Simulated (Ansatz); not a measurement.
# Y2ClO2F (built on the sites of a database entry of YOF): a soft mode frozen in

Wanted: the energy along a soft mode of Y2ClO2F (built on the sites of a database entry of YOF) and the structure at the end.

Main program and level: Ansatz 0.2.0; DFT PBEsol, scalar-relativistic, plane waves, PAW.

The structure was built from a prototype and need not be the compound's stable phase.

## (1) Set-up

Symmetry: P-4m2, No. 115, tetragonal system. Conventional cell: a = 3.968 Å, b = 3.968 Å, c = 5.839 Å, α = 90.00°, β = 90.00°, γ = 90.00°. Y has 4 O at 2.26 Å and 2 F at 2.71 Å and 2 Cl at 2.71 Å nearest. Nearest to O lie 4 Y at 2.26 Å. O has 4 Y at 2.26 Å nearest. Nearest to F lie 4 Y at 2.71 Å. Cl has 4 Y at 2.71 Å nearest. Farther neighbours and most contacts between anions are not listed.

As a file:

```cif
data_structure
_symmetry_space_group_name_H-M 'P 1'
_symmetry_Int_Tables_number 1
_cell_length_a 3.9679
_cell_length_b 3.9679
_cell_length_c 5.8387
_cell_angle_alpha 90.000
_cell_angle_beta 90.000
_cell_angle_gamma 90.000
_cell_volume 91.92
loop_
_atom_site_label
_atom_site_type_symbol
_atom_site_fract_x
_atom_site_fract_y
_atom_site_fract_z
_atom_site_occupancy
Y1 Y 0.50000 0.00000 0.68477 1
Y2 Y 0.00000 0.50000 0.31523 1
O3 O 0.00000 0.00000 0.50000 1
O4 O 0.50000 0.50000 0.50000 1
F5 F 0.50000 0.50000 0.00000 1
Cl6 Cl 0.00000 0.00000 0.00000 1
```

## (2) Phonons on a q mesh

The cell comes from relaxations at this level that are not shown. Stability and thermal properties need the whole zone. Linear response on a 2×2×2 q mesh gives force constants as far as a supercell of that size would, and the tensors from the zone-centre run are typed in so that the long-range dipole term is interpolated apart.

input.yaml

```yaml
crystal:
  lattice:
    - [3.9678556729, 0.0, 0.0]
    - [0.0, 3.9678556729, 0.0]
    - [0.0, 0.0, 5.8386826923]
  atoms:
    - { symbol: "Y", position: [0.5, 0.0, 0.6847744398] }
    - { symbol: "Y", position: [0.0, 0.5, 0.3152255602] }
    - { symbol: O, position: [0.0, 0.0, 0.5] }
    - { symbol: O, position: [0.5, 0.5, 0.5] }
    - { symbol: F, position: [0.5, 0.5, 0.0] }
    - { symbol: Cl, position: [0.0, 0.0, 0.0] }
kpoints:
  mp_grid: { grid: [6, 6, 4] }
hamiltonian:
  xc: pbesol
scf:
  occupations: { method: fixed }
output:
  eigenvalues: true
phonons:
  method: dfpt
  qmesh: [2, 2, 2]
  temperatures: { t_max: 1000, t_step: 50 }
  qpath:
    path:
      - [[0.0, 0.0, 0.0], [0.0, 0.5, 0.0], [0.5, 0.5, 0.0], [0.0, 0.0, 0.0], [0.0, 0.0, 0.5], [0.0, 0.5, 0.5], [0.5, 0.5, 0.5], [0.0, 0.0, 0.5]]
      - [[0.0, 0.5, 0.0], [0.0, 0.5, 0.5]]
      - [[0.5, 0.5, 0.0], [0.5, 0.5, 0.5]]
    npoints: 10
  non_analytic_term:
    high_frequency_dielectric_tensor: [[3.918, 0.0, 0.0], [0.0, 3.918, 0.0], [0.0, 0.0, 3.6947]]
    born_effective_charges:
      - { species: "Y", tensor: [[4.1527, 0.0, 0.0], [0.0, 3.7287, 0.0], [0.0, 0.0, 3.375]] }
      - { species: "Y", tensor: [[3.7287, 0.0, 0.0], [0.0, 4.1527, 0.0], [0.0, 0.0, 3.375]] }
      - { species: O, tensor: [[-2.705, 0.0, 0.0], [0.0, -2.705, 0.0], [0.0, 0.0, -2.1348]] }
      - { species: O, tensor: [[-2.7014, 0.0, 0.0], [0.0, -2.7014, 0.0], [0.0, 0.0, -1.6788]] }
      - { species: F, tensor: [[-1.4844, 0.0, 0.0], [0.0, -1.4844, 0.0], [0.0, 0.0, -1.424]] }
      - { species: Cl, tensor: [[-0.9905, 0.0, 0.0], [0.0, -0.9905, 0.0], [0.0, 0.0, -1.5123]] }
    source: "zone-centre run at this cell"
```

Launch:

```console
> ansatz run input.yaml --threads 8 --pin off --max-ram 14336MiB --backend cpu --events-out ev --progress --plain --runs-dir out
```

Numbers of over 12 decimals in the logs are rounded to 6 here.

Output:

```text
Warning: phonons: the dynamical matrix that this run interpolates holds no multipole term above the dipole-dipole one, and a site of this crystal is no centre of inversion, so its interpolated transverse optical and acoustic branches and sound speeds can stay off near Gamma, and the density of states and the thermodynamics with them. What a run solves at a wave vector of phonons.qpoints, Gamma apart, where the deck admits one, is free of this, and under fd what a larger phonons.supercell samples
Engine: ansatz 0.2.0, aarch64-unknown-linux-gnu
Pseudopotentials: kind: paw
Pseudopotential: Y, paw, valence charge 11, recommended cutoff 420 eV (normal), Y.paw.azcp
Pseudopotential: O, paw, valence charge 6, recommended cutoff 420 eV (normal), O.paw.azcp
Pseudopotential: F, paw, valence charge 7, recommended cutoff 420 eV (normal), F.paw.azcp
Pseudopotential: Cl, paw, valence charge 7, recommended cutoff 420 eV (normal), Cl.paw.azcp
Functional definition: PBEsol
  exchange = pbesol_x
  correlation = pbesol_c
Crystal: 6 atoms, lattice volume = 91.924 Å³
Basis set: ecut = 420 eV, 1803 PW (Γ), exchange–correlation on 54×54×80 points (8 copies of the dense FFT grid, shifted against one another)
Bands: 30, of which v1, the nominal top of the filled ones, is band 24 counted from 1 (23 counted from 0)
Symmetry: 8 space group operations
k-points: 30 of 144 (time reversal used)
Non-local potential: Y, projectors of the file, l = 0: 3, l = 1: 2, l = 2: 2, l = 3: 1
Non-local potential: O, projectors of the file, l = 0: 2, l = 1: 2, l = 2: 1
Non-local potential: F, projectors of the file, l = 0: 2, l = 1: 2, l = 2: 1
Non-local potential: Cl, projectors of the file, l = 0: 2, l = 1: 2, l = 2: 2
PAW form: soft (Blöchl's): semilocal exchange-correlation on the pseudo side does not see the compensation charge
PAW frozen core: Y, regenerated for the run's functional, and the local potential with it (the file was generated under x = pbe(κ = 0.804, μ = 0.219515), c = pbe(β = 0.066725))
PAW frozen core: O, regenerated for the run's functional, and the local potential with it (the file was generated under x = pbe(κ = 0.804, μ = 0.219515), c = pbe(β = 0.066725))
PAW frozen core: F, regenerated for the run's functional, and the local potential with it (the file was generated under x = pbe(κ = 0.804, μ = 0.219515), c = pbe(β = 0.066725))
PAW frozen core: Cl, regenerated for the run's functional, and the local potential with it (the file was generated under x = pbe(κ = 0.804, μ = 0.219515), c = pbe(β = 0.066725))
PAW one-centre angular grid: Y, 590 points (default); XC on 64 Gauss nodes
PAW one-centre angular grid: O, 110 points (default); XC on 64 Gauss nodes
PAW one-centre angular grid: F, 110 points (default); XC on 64 Gauss nodes
PAW one-centre angular grid: Cl, 110 points (default); XC on 64 Gauss nodes
Initial density: superposition of atomic densities (neutral atoms: chi_scale 0, normalization atom), corrected by the library's trained network
Initial wavefunctions: pseudopotential atomic-orbital guess
Functional: x = pbesol(κ = 0.804, μ = 0.123457), c = pbesol(β = 0.046)
SCF iter   1: F=—  HF=-10585.642918 eV  |F-HF|=—  |Δ(HF+E_count)|=         —  Δρ=1.41e-2  dr2=1.55e-1  ethr=1.77e-3  ⟨swp⟩=5.0  Hψ=3302  notcnv=0  defer=115
preconditioner: auto → Resta (q_TF=auto, 2.448 Å⁻¹)  ε∞=3.7  [insulator: Δε(μ)=4.863 eV  Ē_g=15.677 eV  n_scr=20 (ndim 8)  ℏωp=25.7 eV  f_vac=0.050  ε∞_Penn≈3.7]
SCF iter   2: F=—  HF=-10585.606517 eV  |F-HF|=—  |Δ(HF+E_count)|=   3.64e-2  Δρ=4.47e-3  dr2=1.24e-2  ethr=3.23e-4  ⟨swp⟩=2.0  Hψ=1651  notcnv=0  defer=117
SCF iter   3: F=—  HF=-10585.604097 eV  |F-HF|=—  |Δ(HF+E_count)|=   2.42e-3  Δρ=1.31e-3  dr2=1.46e-3  ethr=2.59e-5  ⟨swp⟩=2.0  Hψ=1364  notcnv=0  defer=119
SCF iter   4: F=—  HF=-10585.604222 eV  |F-HF|=—  |Δ(HF+E_count)|=   1.25e-4  Δρ=4.03e-4  dr2=1.36e-4  ethr=3.05e-6  ⟨swp⟩=2.0  Hψ=1303  notcnv=0  defer=120
SCF iter   5: F=—  HF=-10585.604267 eV  |F-HF|=—  |Δ(HF+E_count)|=   4.48e-5  Δρ=2.41e-4  dr2=4.42e-5  ethr=2.83e-7  ⟨swp⟩=2.0  Hψ=1512  notcnv=0  defer=54
SCF iter   6: F=—  HF=-10585.604271 eV  |F-HF|=—  |Δ(HF+E_count)|=   3.79e-6  Δρ=5.69e-5  dr2=2.68e-6  ethr=9.21e-8  ⟨swp⟩=2.0  Hψ=1289  notcnv=0  defer=44
SCF iter   7: F=—  HF=-10585.604274 eV  |F-HF|=—  |Δ(HF+E_count)|=   3.27e-6  Δρ=3.46e-5  dr2=9.31e-7  ethr=5.59e-9  ⟨swp⟩=2.0  Hψ=1299  notcnv=0  defer=45
SCF iter   8: F=—  HF=-10585.604274 eV  |F-HF|=—  |Δ(HF+E_count)|=   5.02e-8  Δρ=1.04e-5  dr2=8.49e-8  ethr=1.94e-9  ⟨swp⟩=2.0  Hψ=1294  notcnv=0  defer=45
SCF iter   9: F=—  HF=-10585.604274 eV  |F-HF|=—  |Δ(HF+E_count)|=   5.43e-8  Δρ=2.42e-6  dr2=5.85e-9  ethr=1.77e-10  ⟨swp⟩=2.0  Hψ=1229  notcnv=0  defer=45
SCF iter  10: F=—  HF=-10585.604274 eV  |F-HF|=—  |Δ(HF+E_count)|=   9.55e-9  Δρ=5.14e-7  dr2=2.81e-10  ethr=1.22e-11  ⟨swp⟩=2.6  Hψ=1572  notcnv=0  defer=45
SCF iter  11: F=—  HF=-10585.604274 eV  |F-HF|=—  |Δ(HF+E_count)|=  3.17e-10  Δρ=2.34e-7  dr2=3.99e-11  ethr=1.00e-12  ⟨swp⟩=2.3  Hψ=1320  notcnv=0  defer=45
SCF iter  12: F=—  HF=-10585.604274 eV  |F-HF|=—  |Δ(HF+E_count)|=  3.64e-12  Δρ=1.22e-7  dr2=1.06e-11  ethr=1.00e-12  ⟨swp⟩=12.2  Hψ=4767  notcnv=0
SCF iter  13: F=-10585.604274 eV  HF=-10585.604274 eV  |F-HF|=1.82e-12  |Δ(HF+E_count)|=  3.64e-12  Δρ=2.93e-8  dr2=6.66e-13  ethr=1.00e-12  ⟨swp⟩=5.0  Hψ=3434  notcnv=0
SCF 1 converged in 13 iterations: F = -10585.604274 eV  dr2 = 6.66e-13
  greatest PAW one-centre occupation: 0.993 electrons in one spin orbital (limit 2), on the Y atom at site 1 (counted from 0), in its partial waves of l = 0
NSCF: frozen V_eff on 30 k-points
NSCF: frozen V_eff on 48 k-points
DFPT response loops at q = (0, 0, 0) (fractional): preconditioner auto → none (the input reference at scf.mixing.eps_inf says where Resta's filter doesn't serve); β = 0.50; Broyden in place of MSR1
NSCF: frozen V_eff on 96 k-points
DFPT response loops at q = (0, 0, -0.5) (fractional): preconditioner auto → Resta (q_TF=auto, 2.448 Å⁻¹)  ε∞=3.5 (no band partly filled); β = 1.00, the filter's whole step (`scf.mixing.beta` (0.50) is not read by the response loops at its default; to damp them type it under 1.00, their step now; it binds the ground state too); Broyden in place of MSR1
NSCF: frozen V_eff on 96 k-points
DFPT response loops at q = (0, -0.5, 0) (fractional): mixed as the last ones told, above
NSCF: frozen V_eff on 96 k-points
DFPT response loops at q = (0, -0.5, -0.5) (fractional): mixed as the last ones told, above
NSCF: frozen V_eff on 96 k-points
DFPT response loops at q = (-0.5, -0.5, 0) (fractional): preconditioner auto → none (the input reference at scf.mixing.eps_inf says where Resta's filter doesn't serve); β = 0.50; Broyden in place of MSR1
NSCF: frozen V_eff on 96 k-points
DFPT response loops at q = (-0.5, -0.5, -0.5) (fractional): mixed as the last ones told, above
SCF converged after 13 iterations
Free energy (F): -10585.604274 eV
Harris-Foulkes:  -10585.604274 eV  (|F-HF|=1.82e-12)
Internal energy: -10585.604274 eV  (E = F + TS)
E sigma→0 (E₀):  -10585.604274 eV
Fermi energy:    7.264745 eV
--- Per-component energies (eV) ---
  E_band       = -217.556619
  E_kinetic    = 1332.059137
  E_local      = -2588.871249  (includes V_loc(G=0)·N_el)
  E_nonlocal   = 301.343075
  E_hartree    = 897.043149
  E_xc         = -678.936991
  E_vxc        = -813.013666  (∫ρ·V_xc dr)
  E_paw        = -6686.632412  (= ΣΔE_a)
  E_vpaw       = -243.167237  (= ΣTr[D̂ρ^β])
  E_aug_tail   = 0.006998  (compensation charges beyond the density's cutoff)
  E_ewald      = -3162.104977
  E_core_change = 0.488996  (= ΣΔE_core)
  E_smearing   = -0.000000  (= −TS)
  E_closure    = 0.000000  (closes the sum)
  Σ components = -10585.604274   (vs F -10585.604274, Δ=0.00e0)
--- Band table (eV; the first three rows and the last of 30) ---
  k-point 0: bands = [... 20 lower, 6.6769, 7.0269, 7.0269, 7.2400, 12.6616, 12.6931, 12.7916, 13.2012, ... 2 higher]
  k-point 1: bands = [... 20 lower, 6.7525, 6.7525, 7.1049, 7.1049, 12.7362, 12.7492, 13.1985, 13.7081, ... 2 higher]
  k-point 2: bands = [... 20 lower, 6.8049, 6.8049, 7.1906, 7.1906, 12.8556, 12.8583, 13.6007, 14.2397, ... 2 higher]
  k-point 29: bands = [... 20 lower, 6.5896, 6.6630, 7.1645, 7.1645, 12.3991, 12.3991, 13.2944, 14.5126, ... 2 higher]
--- Phonons (Γ-DFPT): 11 representative perturbations + reference (Σ response iterations 33) ---
  ASR residual: 3.491e-5 → 0.000e0 eV/Å²; symmetrization residual: 2.483e-6 eV/Å²
  ASR residual per site (eV/Å²): 6.61e-6 6.61e-6 3.49e-5 2.49e-5 1.03e-5 5.10e-6
  Γ frequencies (cm⁻¹): -131.29 0.00 0.00 0.00 34.66 34.66 184.60 184.60 251.86 263.49 280.63 280.63 332.03 332.03 370.07 476.32 482.55 482.55
--- Phonons (arbitrary-q DFPT): 6 irreducible q on the 2×2×2 mesh ---
  q = [0.0000, 0.0000, 0.0000] (star 1, of the zone-centre solve; hermiticity 3.18e-7, symmetrization 9.92e-14): -131.29 -0.00 0.00 0.00 34.66 34.66 184.60 184.60 251.86 263.49 280.63 280.63 332.03 332.03 370.07 476.32 482.55 482.55
  q = [0.0000, 0.0000, -0.5000] (star 1, 11 solved perturbations in 456 linear systems a pass and spin channel, the states on 48 of 144 k-point pairs; hermiticity 2.45e-5, symmetrization 3.88e-6): -88.75 -88.75 110.08 117.24 117.24 155.00 168.12 168.12 200.06 279.72 279.72 332.77 332.77 342.53 356.55 482.19 482.19 551.08
  q = [0.0000, -0.5000, 0.0000] (star 2, 18 solved perturbations on 48 of 144 k-point pairs; hermiticity 4.22e-7, symmetrization 2.10e-14): -131.33 95.70 110.56 133.18 137.76 195.81 213.90 223.80 232.66 245.87 257.87 274.64 386.89 406.27 414.91 416.30 502.29 521.17
  q = [0.0000, -0.5000, -0.5000] (star 2, 18 solved perturbations on 48 of 144 k-point pairs; hermiticity 2.21e-5, symmetrization 1.14e-5): -85.73 98.30 110.30 127.39 133.93 202.70 221.11 228.29 233.65 249.63 271.16 288.34 381.90 413.90 416.74 417.23 500.88 503.72
  q = [-0.5000, -0.5000, 0.0000] (star 1, 11 solved perturbations in 456 linear systems a pass and spin channel, the states on 48 of 144 k-point pairs; hermiticity 5.00e-7, symmetrization 7.88e-14): -158.70 -107.95 -107.95 143.56 169.20 190.69 190.69 227.49 267.45 294.61 295.50 295.50 302.81 302.81 343.12 383.73 563.93 563.93
  q = [-0.5000, -0.5000, -0.5000] (star 1, 11 solved perturbations in 456 linear systems a pass and spin channel, the states on 48 of 144 k-point pairs; hermiticity 1.63e-5, symmetrization 5.84e-6): -104.24 -104.24 -89.31 155.63 193.72 193.72 193.98 234.71 264.29 285.59 296.57 296.57 302.58 302.58 333.25 374.61 564.99 564.99
  sum rule: each row above includes the acoustic sum rule's correction from the zone centre's row sums; it moved no ω² by more than (0.77 cm⁻¹)²
  mesh force constants: q→R imaginary residual 9.79e-18; ASR residual 3.491e-5 → 0.000e0 eV/Å²; symmetrization residual 1.243e-14 eV/Å²
  interpolated dispersion: 94 rows × 18 modes
  density of states and harmonic sums: on the 16×16×12 q-mesh, interpolated from the force constants of a 2×2×2 supercell (with the dipole–dipole term of supplied tensors)
  largest difference from the sums on the solved wave vectors: F 5.98e-2 eV, S 8.61e-5 and C_V 2.57e-5 eV/K
  zero-point energy: 0.286912 eV/cell   skipped modes (ω ≤ 0): 554, of them read as no rigid motion or as one in doubt: 551 (1.698e0 modes/cell left out, lowest -158.70 cm⁻¹)   left out of the sums: 9.44e-2 of the cell's modes: C_V's classical limit lies that fraction below 3 k_B per atom; for a crystal, a wire or a layer, F and S can be off by more, and a phonons.interpolated_qmesh denser along its periods is the remedy for the sampling
```

Elapsed: 2.1 min, on 8 threads of Arm Neoverse V2, shared host; peak memory 0.81 GiB.

Reading the cycles: dr2 is the Hartree energy of the density residual (eV), the measure of convergence; HF is the Harris–Foulkes estimate of the energy, which meets the free energy F at convergence.

Numbers from this step:

| Item | Value |
| --- | --- |
| gap on the k-mesh | 5.030 eV |
| volume per atom | 15.32 Å³ |
| sum-rule residual before enforcement | 3.49e-5 eV/Å² |
| lowest frequency on the path | -158.7 cm⁻¹ |
| point group | -42m |
| highest frequency on the path or at a solved wavevector | 565 cm⁻¹ |
| highest optical mode at the zone centre (no LO-TO term) | 482.6 cm⁻¹ |
| lowest optical zone-centre mode | -131.3 cm⁻¹ |
| lowest mode on the q mesh (acoustic modes at Γ apart) | -158.7 cm⁻¹ |

Frequencies (cm⁻¹) solved at each irreducible wavevector; negative means imaginary. Frequencies by wavevector, by row:

```csv
q in reciprocal lattice units,star,mode 1,mode 2,mode 3,mode 4,mode 16,mode 17,mode 18
0 0 0,1,-131.3,0,0,0,476.3,482.6,482.6
0 0 -0.5,1,-88.8,-88.8,110.1,117.2,482.2,482.2,551.1
0 -0.5 0,2,-131.3,95.7,110.6,133.2,416.3,502.3,521.2
0 -0.5 -0.5,2,-85.7,98.3,110.3,127.4,417.2,500.9,503.7
-0.5 -0.5 0,1,-158.7,-108,-108,143.6,383.7,563.9,563.9
-0.5 -0.5 -0.5,1,-104.2,-104.2,-89.3,155.6,374.6,565,565
```

Interpolated from a 2×2×2 q mesh, rough between the solved points, with the LO-TO term (at Γ the limit along the path; where Γ stands inside the path, tables give the limit on arrival). Phonon branches along the path, in cm⁻¹:

```csv
point,branch 1,branch 2,branch 3,branch 4,branch 15,branch 16,branch 17,branch 18
Γ,-131,0,0,0,476,482,482,542
halfway,-132,-36,73,101,445,465,492,535
X,-131,96,111,133,415,416,502,521
halfway,-153,34,48,149,373,402,545,551
M,-159,-108,-108,144,343,384,564,564
halfway,-150,-86,111,137,408,425,526,555
Γ,-131,0,0,0,476,482,482,542
halfway,-75,-75,47,93,366,482,482,551
Z,-89,-89,110,117,357,482,482,551
halfway,-72,22,109,131,460,464,472,504
R,-86,98,110,127,417,417,501,504
halfway,-87,35,56,144,367,401,544,544
A,-104,-104,-89,156,333,375,565,565
halfway,-84,32,78,114,409,442,518,529
Z,-89,-89,110,117,357,482,482,551
jump to X,-131,96,111,133,415,416,502,521
halfway,-109,97,113,128,414,416,502,513
R,-86,98,110,127,417,417,501,504
jump to M,-159,-108,-108,144,343,384,564,564
halfway,-132,-106,-106,164,339,380,564,564
A,-104,-104,-89,156,333,375,565,565
```

Symmetry leaves 6 wavevectors to solve. The lowest mode among them, the acoustic zeros apart, lies at q = (-0.5, -0.5, 0) and is imaginary, 158.7i cm⁻¹, so the energy falls along it.

## (3) The mode frozen in, largest atomic shift 0 Å

The mode followed lies at q = (-0.5, -0.5, 0) with frequency 158.7i cm⁻¹, the softest among the wavevectors solved. At small amplitude the distorted cell has space group no. 113 by a symmetry search on the positions. The undistorted cell that holds it gives the zero of energy on the same k mesh.

System of this step: Y2ClO2F (built on the sites of a database entry of YOF). Symmetry: P-4m2, No. 115, tetragonal system. Conventional cell: a = 3.968 Å, b = 3.968 Å, c = 5.839 Å, α = 90.00°, β = 90.00°, γ = 90.00°. Nearest to Y lie 4 O at 2.26 Å and 2 F at 2.71 Å and 2 Cl at 2.71 Å. Nearest to O lie 4 Y at 2.26 Å. O has 4 Y at 2.26 Å nearest. F has 4 Y at 2.71 Å nearest. Nearest to Cl lie 4 Y at 2.71 Å. Farther neighbours and most contacts between anions are not listed.

input.yaml

```yaml
crystal:
  lattice:
    - [-3.9678556729, -3.9678556729, 0.0]
    - [-3.9678556729, 3.9678556729, 0.0]
    - [0.0, 0.0, -5.8386826923]
  atoms:
    - { symbol: "Y", position: [0.25, 0.25, 0.3152255602] }
    - { symbol: "Y", position: [0.75, 0.75, 0.3152255602] }
    - { symbol: "Y", position: [0.25, 0.75, 0.6847744398] }
    - { symbol: "Y", position: [0.75, 0.25, 0.6847744398] }
    - { symbol: O, position: [0.5, 0.5, 0.5] }
    - { symbol: O, position: [0.0, 0.0, 0.5] }
    - { symbol: O, position: [0.0, 0.5, 0.5] }
    - { symbol: O, position: [0.5, 0.0, 0.5] }
    - { symbol: F, position: [0.0, 0.5, 0.0] }
    - { symbol: F, position: [0.5, 0.0, 0.0] }
    - { symbol: Cl, position: [0.5, 0.5, 0.0] }
    - { symbol: Cl, position: [0.0, 0.0, 0.0] }
kpoints:
  mp_grid: { grid: [4, 4, 4] }
hamiltonian:
  xc: pbesol
scf:
  occupations: { method: gaussian, width: 0.02 }
output:
  forces: true
  stress: true
  eigenvalues: true
```

Output:

```text
[...]
Crystal: 12 atoms, lattice volume = 183.847 Å³
Basis set: ecut = 420 eV, 3591 PW (Γ), exchange–correlation on 80×80×80 points (8 copies of the dense FFT grid, shifted against one another)
Bands: 60, of which v1, the nominal top of the filled ones, is band 48 counted from 1 (47 counted from 0)
Symmetry: 16 space group operations
[...]
k-points: 18 of 64 (time reversal used)
[...]
k-point 0: bands = [... 44 lower, 7.1324, 7.2400, 7.2645, 7.2645, 12.4063, 12.4063, 12.6616, 12.6931, ... 6 higher]
  k-point 1: bands = [... 44 lower, 7.1049, 7.1049, 7.2153, 7.2153, 12.4004, 12.4004, 12.7362, 12.7492, ... 6 higher]
  k-point 2: bands = [... 44 lower, 7.1646, 7.1646, 7.1907, 7.1907, 12.3991, 12.3991, 12.8556, 12.8583, ... 6 higher]
  k-point 17: bands = [... 44 lower, 6.2826, 6.2826, 6.2856, 6.2856, 13.2089, 13.2089, 13.2678, 13.2678, ... 6 higher]
[key lines of the parts left out:]
SCF converged after 9 iterations
Free energy (F): -21171.208379 eV
Fermi energy:    9.787503 eV
P = ⅓ Tr σ = 0.0011 GPa (0.011 kbar)
```

Elapsed: 2.3 s, on 8 threads; peak memory 0.73 GiB; 16 s of CPU time.

This step gave:

| Property | Result |
| --- | --- |
| pressure | 0.001050 GPa |
| gap on the k-mesh | 5.001 eV |
| energy from the undistorted cell | 0 meV/atom |

At this level the gap is 5.00 eV on the k-mesh of the self-consistent run, which can miss the band edges.

(Part 1 of 2 ends here.)

[Logs are printed without paths, hosts, clocks, repeated set-up lines and the standing remarks that a program may print on its own settings, such as how far it seeks lower states.]

[Hosts, paths, dates, database ids (printed as entryN), source tags and the programs' standing remarks are cut or masked in the printed files.]
